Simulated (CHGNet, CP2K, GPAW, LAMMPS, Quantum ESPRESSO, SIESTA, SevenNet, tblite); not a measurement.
**tblite runs on amorphous Hg30S21Se9 (60 atoms)**

Wanted: tblite inputs and outputs for amorphous Hg30S21Se9 (60 atoms), checked against a plane-wave reference.

Method: the method is named at each step, in tblite 0.8.0.

**1. Starting point**

The cell holds 60 atoms: 30 Hg, 21 S and 9 Se. Its edges and angles: a = 11.895 Å, b = 11.895 Å, c = 11.895 Å, α = 90.0°, β = 90.0°, γ = 90.0°. 60 atoms (30 Hg, 21 S, 9 Se) placed at random at 7.3 g/cm³, melted at 2500 K for 10 ps at fixed volume with the Stillinger-Weber II-VI potential (Zhou et al., Phys. Rev. B 88, 085309 (2013)). Quenched from 2500 K to 300 K at 3 K/ps and fixed volume, held 5 ps, then minimised at fixed cell.

The yardstick, on the same geometry:

| Property | Result |
| --- | --- |
| method | Kohn-Sham DFT, PBE, SSSP efficiency 1.3.0 pseudopotentials, plane waves (Quantum ESPRESSO 7.5); sssp-pbe-1.3.0-efficiency, cutoffs 55/440 Ry, Γ point |
| r.m.s. force component | 0.4116 eV/Å |
| longest force | 1.594 eV/Å |
| pressure | 0.3687 GPa |
| time | 11 min on 4 MPI ranks of Arm Neoverse V1, shared host |
| CPU time | 43 min |

**2. GFN1-xTB**

Method: GFN1-xTB tight binding, diagonalisation.

File run.py:

```python
import numpy as np
from ase.io import read
from tblite.ase import TBLite

atoms = read("structure.xyz")
atoms.calc = TBLite(method="GFN1-xTB", electronic_temperature=580, accuracy=1.0, max_iterations=250, mixer_damping=0.4, verbosity=1)
energy = atoms.get_potential_energy()
forces = atoms.get_forces()
print(f"energy {energy:.6f} eV")
print("forces (eV/A)")
for i, (a, f) in enumerate(zip(atoms, forces)):
    print(f"{i:4d} {a.symbol:2s} {f[0]:10.5f} {f[1]:10.5f} {f[2]:10.5f}")
stress = -atoms.get_stress(voigt=False) * 160.21766
print("stress (GPa, compression positive)")
for row in stress:
    print(" ".join(f"{x:10.4f}" for x in row))
print("charges (e)")
print(np.array2string(atoms.get_charges(), precision=4, suppress_small=True, max_line_width=110, threshold=100000))
```

File structure.xyz:

```xyz
60
Lattice="11.89490 0.00000 0.00000 0.00000 11.89490 0.00000 0.00000 0.00000 11.89490" Properties=species:S:1:pos:R:3 pbc="T T T"
Hg 0.83276 9.35986 2.53980
Hg 0.79327 8.09983 11.57005
Hg 11.37628 5.57776 9.04072
Hg 5.98076 11.54804 1.72500
Hg 8.80020 7.82673 8.88394
Hg 8.66056 10.01313 6.26730
Hg 6.15050 7.40136 3.16678
Hg 9.41600 1.40384 11.68638
Hg 5.12266 7.36996 11.20916
Hg 3.81065 3.01191 2.96897
Hg 5.10267 11.15504 4.70550
Hg 8.93723 5.25992 0.05495
Hg 5.26516 7.16454 7.00443
Hg 0.83895 0.70763 5.71847
Hg 10.32144 6.74274 3.95137
Hg 10.14207 3.25873 6.25577
Hg 9.15753 9.14456 0.66718
Hg 0.13049 3.55087 2.25765
Hg 1.53111 5.09459 5.32261
Hg 1.79351 2.47188 9.73157
Hg 9.44324 0.22862 3.60606
Hg 4.97492 2.75355 10.95925
Hg 7.27088 4.10778 8.85920
Hg 7.63272 3.53302 3.27169
Hg 11.31812 11.07927 8.77463
Hg 1.68313 11.83804 0.65553
Hg 0.54871 8.15752 6.31512
Hg 3.53136 10.67805 8.76559
Hg 7.02989 0.90592 7.97113
Hg 4.83314 3.15536 6.60333
S 11.14112 2.04616 4.22174
S 7.47487 3.23494 5.88631
S 11.23461 10.38449 6.15716
S 5.65591 4.91842 2.39777
S 5.19165 8.74085 9.01931
S 10.95925 5.76106 6.39506
S 6.34343 5.05569 11.38687
S 9.74228 4.76058 2.44619
S 7.63438 10.30622 8.67376
S 7.93426 1.32307 1.92019
S 10.21665 9.67329 3.06389
S 7.77617 6.15442 7.11125
S 2.74844 6.44953 11.81152
S 4.65412 8.55933 4.90082
S 2.24766 5.10374 2.52077
S 1.92614 4.97266 9.45062
S 8.16204 7.93568 4.72132
S 7.42063 0.19353 5.35532
S 10.23806 7.26909 11.00124
S 3.48437 5.27574 7.02156
S 1.97907 7.70159 4.16345
Se 6.50377 8.94508 1.05222
Se 0.18390 2.04081 0.06055
Se 1.44142 10.37104 10.34333
Se 3.45452 1.35923 5.14228
Se 4.33379 1.40407 8.66948
Se 3.99086 1.24361 1.01345
Se 9.68126 3.55705 9.88918
Se 9.30300 10.92392 10.54090
Se 11.68507 1.75652 8.12101
```

Started as:

```sh
OMP_NUM_THREADS=1 python run.py > output.txt
```

The log of the run:

```text
------------------------------------------------------------
  cycle        total energy    energy error   density error
------------------------------------------------------------
      1     -134.2423434999  -1.3385100E+02   6.0849281E-01
      2     -125.2261918268   9.0161517E+00   5.3819720E-01
      3     -130.9921636685  -5.7659718E+00   4.1103693E-01
      4     -134.3330570907  -3.3408934E+00   2.7891017E-01
      5     -135.4419342846  -1.1088772E+00   1.6922047E-01
      6     -135.8011155807  -3.5918130E-01   1.1620682E-01
      7     -136.0482620005  -2.4714642E-01   6.9370221E-02
      8     -136.1512196918  -1.0295769E-01   4.1539973E-02
      9     -136.1849012213  -3.3681529E-02   1.7226225E-02
     10     -136.1770334881   7.8677332E-03   2.2769963E-02
     11     -136.1797977712  -2.7642831E-03   2.0296817E-02
     12     -136.1888650856  -9.0673144E-03   9.0324996E-03
     13     -136.1907923560  -1.9272704E-03   4.9298194E-03
     14     -136.1909440069  -1.5165094E-04   3.6012465E-03
     15     -136.1912704647  -3.2645775E-04   1.5104235E-03
     16     -136.1913224288  -5.1964113E-05   8.2203362E-04
     17     -136.1913435929  -2.1164063E-05   2.9485584E-04
     18     -136.1913453571  -1.7642498E-06   1.4873456E-04
     19     -136.1913453778  -2.0694046E-08   1.3385806E-04
     20     -136.1913457498  -3.7198677E-07   6.6449226E-05
     21     -136.1913458738  -1.2400335E-07   1.2229170E-05
------------------------------------------------------------
 total:                                   1.666 sec
energy -3705.955286 eV
forces (eV/A)
   0 Hg    0.51159    0.42247   -0.35821
   1 Hg    0.75208   -0.52209    0.11590
   2 Hg    0.25251   -0.42428    0.09428
   3 Hg    0.08569   -0.28229   -0.12884
   4 Hg   -0.71974   -0.32018   -0.53751
   5 Hg   -0.16210   -0.51826   -0.95028
   6 Hg   -0.24885   -0.48306    0.44045
   7 Hg    0.35204    0.36356   -0.16646
   8 Hg   -0.43499   -0.18198   -0.00192
   9 Hg    0.11438    1.15426   -0.07822
  10 Hg   -0.06179   -0.45895    0.21737
  11 Hg   -0.10105   -0.44292    0.15705
  12 Hg    0.04677    0.11186   -0.36431
  13 Hg    0.11205    0.28301    0.23046
  14 Hg   -1.03861    0.54716    0.24682
  15 Hg   -0.38173   -0.07475    0.09467
  16 Hg   -0.20359    0.16211    0.44176
  17 Hg    0.16801    0.19512   -0.10985
  18 Hg    0.74098    0.79093   -0.82322
  19 Hg   -0.45602    0.49960   -0.14396
  20 Hg    0.09421   -0.12052    0.19058
  21 Hg    0.06634    0.49743    0.43797
  22 Hg    0.46498    0.99622   -0.28759
  23 Hg   -0.42847    0.30971    0.13233
[...]
52 Se    0.09547   -0.30692    0.39060
  53 Se    0.10783   -0.10766   -0.54419
  54 Se   -0.05937   -0.09079   -0.52965
  55 Se    0.39740   -0.04939    0.68408
  56 Se    0.21950   -0.15157   -0.21942
  57 Se   -0.78634    0.40338    0.29859
  58 Se   -0.26736    0.10862   -0.50906
  59 Se    0.28797   -0.46923   -0.88153
stress (GPa, compression positive)
   -1.0815    -0.6939     0.4348
   -0.6939    -1.3866     0.1278
    0.4348     0.1278    -1.0782
charges (e)
[ 0.1458  0.2397  0.2749  0.2175  0.3111  0.3187  0.2892  0.1841  0.2648  0.2156  0.2179  0.2885  0.3012
  0.2086  0.3377  0.3069  0.2228  0.2357  0.2782  0.1967  0.3359  0.2718  0.1874  0.3181  0.1639  0.1051
  0.3222  0.2353  0.2561  0.2583 -0.3604 -0.3339 -0.3231 -0.3511 -0.3255 -0.2998 -0.2845 -0.3155 -0.2181
 -0.3311 -0.3282 -0.2757 -0.22   -0.3052 -0.2566 -0.2611 -0.3253 -0.3301 -0.3131 -0.2986 -0.2529 -0.117
 -0.1519 -0.145  -0.1554 -0.111  -0.1137 -0.1539 -0.0681 -0.1839]
```

It took 2.3 s on 1 thread of Arm Neoverse V1, shared host; peak memory 0.11 GiB.

Banners, paths, timers and routine set-up lines are dropped from the logs unmarked, and long logs keep their key lines alone; longer cuts are marked.

Against the reference:

| Item | Value |
| --- | --- |
| r.m.s. force component | 0.4542 eV/Å |
| r.m.s. difference of force components | 261.8 meV/Å |
| longest difference of force vectors | 894.5 meV/Å |
| force difference over r.m.s. force | 63.6 % |
| slope of forces against the reference's | 0.9065 |
| correlation of force components | 0.8215 |
| pressure | -1.182 GPa |
| pressure difference | -1.551 GPa |

Length of the force difference by element (eV/Å):

| element | atoms | mean | most |
| --- | --- | --- | --- |
| Hg | 30 | 0.39 | 0.86 |
| S | 21 | 0.44 | 0.89 |
| Se | 9 | 0.40 | 0.70 |

A closer look about S43, which has 2 bonded neighbours where the commonest count for S is 3: 9 atoms, nearest first, numbered in the order of the input, with positions taken from that point.

| atom | x | y | z | distance (Å) | bonds | Mulliken charge (e) | Fx | Fy | Fz (eV/Å) |
| --- | --- | --- | --- | --- | --- | --- | --- | --- | --- |
| S43 | 0.00 | 0.00 | 0.00 | 0.00 | 2 | -0.22 | -0.63 | -0.39 | -0.34 |
| Hg2 | -1.96 | 1.65 | -0.24 | 2.57 | 3 | 0.24 | 0.75 | -0.52 | 0.12 |
| Hg9 | 2.37 | 0.92 | -0.60 | 2.62 | 4 | 0.26 | -0.43 | -0.18 | 0.00 |
| S46 | -0.82 | -1.48 | -2.36 | 2.90 | 2 | -0.26 | 0.46 | 0.67 | 0.36 |
| S45 | -0.50 | -1.35 | 2.60 | 2.97 | 3 | -0.26 | -0.95 | -1.01 | 0.73 |
| S37 | 3.59 | -1.39 | -0.42 | 3.88 | 4 | -0.28 | 0.17 | -0.49 | -1.01 |
| S34 | 2.91 | -1.53 | 2.48 | 4.12 | 3 | -0.35 | 0.61 | -0.37 | 0.53 |
| S35 | 2.44 | 2.29 | -2.79 | 4.36 | 3 | -0.33 | 0.08 | 0.23 | -0.19 |
| Hg1 | -1.92 | 2.91 | 2.62 | 4.36 | 2 | 0.15 | 0.51 | 0.42 | -0.36 |

Atoms are counted from 1 here, from 0 in the log.

Forces lie 64 % from the reference's, at 9.0e-4 times its CPU time (on 1 against 4 cores).

**3. Outcome**

```json
{
  "force difference from the reference": "tblite GFN1-xTB, 64 %",
  "its CPU time": "2.3 s"
}
```

What this shows: Tight binding differs by 64 % (tblite GFN1-xTB); it is another model, with fitted parameters of its own, and the xTB methods hold dispersion. One electronic-structure run takes under half the reference's CPU time: tblite GFN1-xTB, at 64 % in 2.3 s against 43 min, too far off to be of use; its pressure misses by -1.6 GPa. Periodic xTB results under one method name differ between programs and library versions. The reference's pressure holds the uncorrected Pulay stress of its 55 Ry basis, so small pressure differences, and their order, may be the reference's own error. The quench rate of 3 K/ps is many orders above laboratory rates, so the cell is likely richer in defects and strain than a real sample. The network of bonds at the start is that of the classical potential that made the cell, and needn't be the one that DFT or experiment would give. The electronic-structure runs sample only Γ, in a cell whose shortest periodic width is 12 Å, which is coarse for a cell with partly filled levels. Spin–orbit coupling is left out, which matters for the levels of the heavy elements.

[Also dropped from logs without a mark: logging warnings of Python, and SIESTA's first energy breakdown and zero terms.]

[Logs are printed without paths, hosts, clocks, repeated set-up lines and the standing remarks that a program may print on its own settings, such as how far it seeks lower states.]

[Hosts, paths, dates, database ids (printed as entryN), source tags and the programs' standing remarks are cut or masked in the printed files.]
